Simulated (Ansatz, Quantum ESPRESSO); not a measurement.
# LaZn (Pm-3m): zone-centre phonons, part 3 of 3

Which modes does LaZn (Pm-3m) have at the zone centre?

Quantum ESPRESSO 7.5; DFT PBEsol, scalar-relativistic, plane waves, GBRV ultrasoft pseudopotentials.

So far, highest optical zone-centre mode (no LO-TO term) (cm⁻¹): step 6 (modes with the sum rule) 122; step 7 (without ASR) 120.

### Step 9. Cross-check with Ansatz

The same cell goes through another code, with its own cutoff. It uses its own PAW datasets, so the potentials differ. Its k mesh is centred on Γ.

This step: DFT PBEsol, scalar-relativistic, plane waves, PAW (Ansatz 0.2.0).

Input file input.yaml:

```yaml
crystal:
  lattice:
    - [3.691205537, 0.0, 0.0]
    - [0.0, 3.691205537, 0.0]
    - [0.0, 0.0, 3.691205537]
  atoms:
    - { symbol: La, position: [0.5, 0.5, 0.5] }
    - { symbol: Zn, position: [0.0, 0.0, 0.0] }
kpoints:
  mp_grid: { grid: [8, 8, 8] }
hamiltonian:
  xc: pbesol
scf:
  occupations: { method: cold, width: 0.27211 }
output:
  eigenvalues: true
phonons:
  method: dfpt
```

Started as:

```sh
ansatz run input.yaml --threads 4 --pin off --max-ram 8192MiB --backend cpu --events-out ev --progress --plain --runs-dir out
```

Numbers of over 12 decimals in the logs are rounded to 6 here.

Output:

```text
Engine: ansatz 0.2.0, x86_64-unknown-linux-gnu
Pseudopotentials: kind: paw
Pseudopotential: La, paw, valence charge 11, recommended cutoff 420 eV (normal), La.paw.azcp
Pseudopotential: Zn, paw, valence charge 12, recommended cutoff 420 eV (normal), Zn.paw.azcp
Functional definition: PBEsol
  exchange = pbesol_x
  correlation = pbesol_c
Crystal: 2 atoms, lattice volume = 50.293 Å³
Basis set: ecut = 420 eV, 1021 PW (Γ), exchange–correlation on 50×50×50 points (8 copies of the dense FFT grid, shifted against one another)
Bands: 16, of which v1, the nominal top of the filled ones, is band 12 counted from 1 (11 counted from 0)
Symmetry: 48 space group operations
k-points: 75 of 512 (irreducible under 8 space group operations, time reversal used)
Non-local potential: La, projectors of the file, l = 0: 3, l = 1: 2, l = 2: 2, l = 3: 3
Non-local potential: Zn, projectors of the file, l = 0: 2, l = 1: 2, l = 2: 3, l = 3: 1
PAW form: soft (Blöchl's): semilocal exchange-correlation on the pseudo side does not see the compensation charge
PAW frozen core: La, regenerated for the run's functional, and the local potential with it (the file was generated under x = pbe(κ = 0.804, μ = 0.219515), c = pbe(β = 0.066725))
PAW frozen core: Zn, regenerated for the run's functional, and the local potential with it (the file was generated under x = pbe(κ = 0.804, μ = 0.219515), c = pbe(β = 0.066725))
PAW one-centre angular grid: La, 590 points (default); XC on 64 Gauss nodes
PAW one-centre angular grid: Zn, 590 points (default); XC on 64 Gauss nodes
Initial density: superposition of atomic densities (neutral atoms: chi_scale 0, normalization atom), corrected by the library's trained network
Initial wavefunctions: pseudopotential atomic-orbital guess
Functional: x = pbesol(κ = 0.804, μ = 0.123457), c = pbesol(β = 0.046)
SCF iter   1: F=—  HF=-9442.724956 eV  |F-HF|=—  |Δ(HF+E_count)|=         —  Δρ=3.30e-3  dr2=2.71e-3  ethr=1.77e-3  ⟨swp⟩=4.5  Hψ=5174  notcnv=0
preconditioner: auto → none  [metal: Δε(μ)=0.035 eV  Ē_g=9.904 eV  σ=0.272 eV  W_gap=0.08  n_scr=6 (ndim 8)  ℏωp=24.0 eV  f_vac=0.000  D(μ)=2.42/eV (n_scr^D=26)  sad-step TF]
SCF iter   2: F=—  HF=-9442.723437 eV  |F-HF|=—  |Δ(HF+E_count)|=   1.52e-3  S|Δr|=    0.00e0  Δρ=1.00e-3  dr2=3.66e-4  ethr=1.18e-5  ⟨swp⟩=2.0  Hψ=2490  notcnv=0
SCF iter   3: F=—  HF=-9442.723276 eV  |F-HF|=—  |Δ(HF+E_count)|=   1.61e-4  S|Δr|=    0.00e0  Δρ=7.95e-4  dr2=1.82e-4  ethr=1.59e-6  ⟨swp⟩=2.0  Hψ=1789  notcnv=0
SCF iter   4: F=—  HF=-9442.723241 eV  |F-HF|=—  |Δ(HF+E_count)|=   3.52e-5  S|Δr|=    0.00e0  Δρ=1.58e-4  dr2=1.24e-5  ethr=7.90e-7  ⟨swp⟩=2.0  Hψ=1765  notcnv=0
SCF iter   5: F=—  HF=-9442.723240 eV  |F-HF|=—  |Δ(HF+E_count)|=   1.37e-6  S|Δr|=    0.00e0  Δρ=6.35e-5  dr2=8.89e-7  ethr=5.37e-8  ⟨swp⟩=2.4  Hψ=2038  notcnv=0
SCF iter   6: F=—  HF=-9442.723240 eV  |F-HF|=—  |Δ(HF+E_count)|=   8.00e-7  S|Δr|=    0.00e0  Δρ=1.14e-5  dr2=4.46e-8  ethr=3.86e-9  ⟨swp⟩=2.0  Hψ=1824  notcnv=0
SCF iter   7: F=—  HF=-9442.723240 eV  |F-HF|=—  |Δ(HF+E_count)|=   2.60e-8  S|Δr|=    0.00e0  Δρ=2.26e-6  dr2=1.04e-9  ethr=1.94e-10  ⟨swp⟩=2.1  Hψ=2061  notcnv=0
SCF iter   8: F=-9442.723240 eV  HF=-9442.723240 eV  |F-HF|=3.64e-12  |Δ(HF+E_count)|=  1.27e-10  S|Δr|=    0.00e0  Δρ=2.13e-7  dr2=7.58e-12  ethr=1.00e-12  ⟨swp⟩=4.9  Hψ=6306  notcnv=0
SCF 1 converged in 8 iterations: F = -9442.723240 eV  dr2 = 7.58e-12
  greatest PAW one-centre occupation: 0.983 electrons in one spin orbital (limit 2), on the Zn atom at site 1 (counted from 0), in its partial waves of l = 2
DFPT response loops at Γ: preconditioner auto → Kerker (q_TF=auto, 2.395 Å⁻¹) (partly filled bands, converged f_vac=0.000); β = 1.00, the filter's whole step (`scf.mixing.beta` (0.50) is not read by the response loops under this deck's `scf.mixing.preconditioner`; to damp them name `kerker` or `kerker_dos`, under which they read `scf.mixing.beta`, and type it under 1.00, their step now; both keys bind the ground state too); Broyden in place of MSR1
SCF converged after 8 iterations
Stability not checked: this state was not tested for a lower state beside it, because cold or Methfessel-Paxton smearing, or corrected tetrahedra, fill the levels in a way that the test cannot read (fill_not_monotonic; see scf.lower_state_search)
Free energy (F): -9442.723240 eV
Harris-Foulkes:  -9442.723240 eV  (|F-HF|=3.64e-12)
Internal energy: -9442.710195 eV  (E = F + TS)
E sigma→0 (E₀):  -9442.718892 eV
Entropy (-TS):   -0.013045 eV (-6.523 meV/atom)
Fermi energy:    11.222025 eV
--- Per-component energies (eV) ---
  E_band       = 15.183221
  E_kinetic    = 324.397048
  E_local      = -2049.541868  (includes V_loc(G=0)·N_el)
  E_nonlocal   = 707.298222
  E_hartree    = 843.550853
  E_xc         = -274.962055
  E_vxc        = -200.819108  (∫ρ·V_xc dr)
  E_paw        = -7114.893987  (= ΣΔE_a)
  E_vpaw       = -453.252489  (= ΣTr[D̂ρ^β])
  E_aug_tail   = -0.000384  (compensation charges beyond the density's cutoff)
  E_ewald      = -1879.524888
  E_core_change = 0.966864  (= ΣΔE_core)
  E_smearing   = -0.013045  (= −TS)
  E_closure    = -0.000000  (closes the sum)
  Σ components = -9442.723240   (vs F -9442.723240, Δ=0.00e0)
--- Band table (eV; the first three rows and the last of 75) ---
  k-point 0: bands = [... 8 lower, 4.3387, 5.0818, 10.7899, 10.7899, 13.0476, 13.0476, 13.0476, 13.1976]
  k-point 1: bands = [... 8 lower, 4.3406, 5.3501, 10.8494, 10.9280, 12.8956, 13.0189, 13.0189, 13.1650]
  k-point 2: bands = [... 8 lower, 4.3452, 6.0606, 10.7607, 11.0093, 12.7628, 12.8768, 12.8768, 13.0714]
  k-point 74: bands = [... 8 lower, 4.4676, 9.0049, 9.0049, 9.0049, 9.6551, 13.2349, 13.2349, 13.2349]
--- Phonons (Γ-DFPT): 2 representative perturbations + reference, on 75 of 512 k-points (Σ response iterations 6) ---
  k mesh reduced under 8 symmetry operations, with k and −k counted as one. Each operation leaves every solved perturbation unchanged. A smaller set is not used because it would not reduce the number of displacements times k-points to solve
  ASR residual: 2.688e-4 → 0.000e0 eV/Å²; symmetrization residual: 4.959e-7 eV/Å²
  ASR residual per site (eV/Å²): 2.69e-4 8.55e-5
  Γ frequencies (cm⁻¹): 0.00 0.00 0.00 121.54 121.54 121.54
  non-analytic LO–TO correction: not included (Born effective charges unavailable; polar crystals: no LO–TO splitting at Γ)
```

Elapsed: 4.3 s, on 4 threads of Intel Xeon Platinum 8488C (Sapphire Rapids), shared host; peak memory 0.62 GiB; 14 s of CPU time.

Numbers from this step:

| Quantity | Value |
| --- | --- |
| sum-rule residual before enforcement | 2.69e-4 eV/Å² |
| highest optical zone-centre mode (no LO-TO term) | 121.5 cm⁻¹ |
| lowest optical zone-centre mode | 121.5 cm⁻¹ |

### Step 10. Side by side: QE GBRV and Ansatz, PAW

Numbers from this step:

| Property | Result |
| --- | --- |
| root-mean-square difference | 0.02 cm⁻¹ |
| largest difference | 0.02 cm⁻¹ |

Frequencies side by side, by row:

```
q (reciprocal lattice)  mode  QE GBRV (cm⁻¹)  Ansatz, PAW (cm⁻¹)
                 0 0 0     1               0                   0
                 0 0 0     2               0                   0
                 0 0 0     3               0                   0
                 0 0 0     4           121.6               121.5
                 0 0 0     5           121.6               121.5
                 0 0 0     6           121.6               121.5
```

At the zone centre the largest difference (acoustic modes at Γ apart) is 0.02 % of the highest mode.

### Step 11. Summary of results

```
space group after relaxation                                           : Pm-3m
volume per atom                                                        : 25.1 Å³
highest optical zone-centre mode (no LO-TO term)                       : 121.6 cm⁻¹
imaginary optical modes at the zone centre (no q mesh in this session) : none
largest difference from Ansatz, PAW                                    : 0.02 cm⁻¹
```

In words: At the PBEsol level the optical modes of LaZn (Pm-3m) at the zone centre lie at 122 cm⁻¹. QE GBRV and Ansatz, PAW agree to 0.02 cm⁻¹ (0.02 % of the highest mode compared) on all solved modes but the acoustic ones at Γ, without the LO-TO term. These are harmonic frequencies at zero temperature: anharmonic shifts and linewidths and thermal expansion are left out. Spin-orbit coupling is left out, which can matter for the heavy elements here. In a metal the frequencies hang on the k mesh and the smearing, most of all near Kohn anomalies. The runs are without spin polarisation, although the cell has an odd electron count or an open d or f shell, so a magnetic state was not tested.

[Host names and launcher messages were left out of these logs when they were recorded.]

[Logs are printed without paths, hosts, clocks, repeated set-up lines and the standing remarks that a program may print on its own settings, such as how far it seeks lower states.]

[Hosts, paths, dates, database ids (printed as entryN), source tags and the programs' standing remarks are cut or masked in the printed files.]
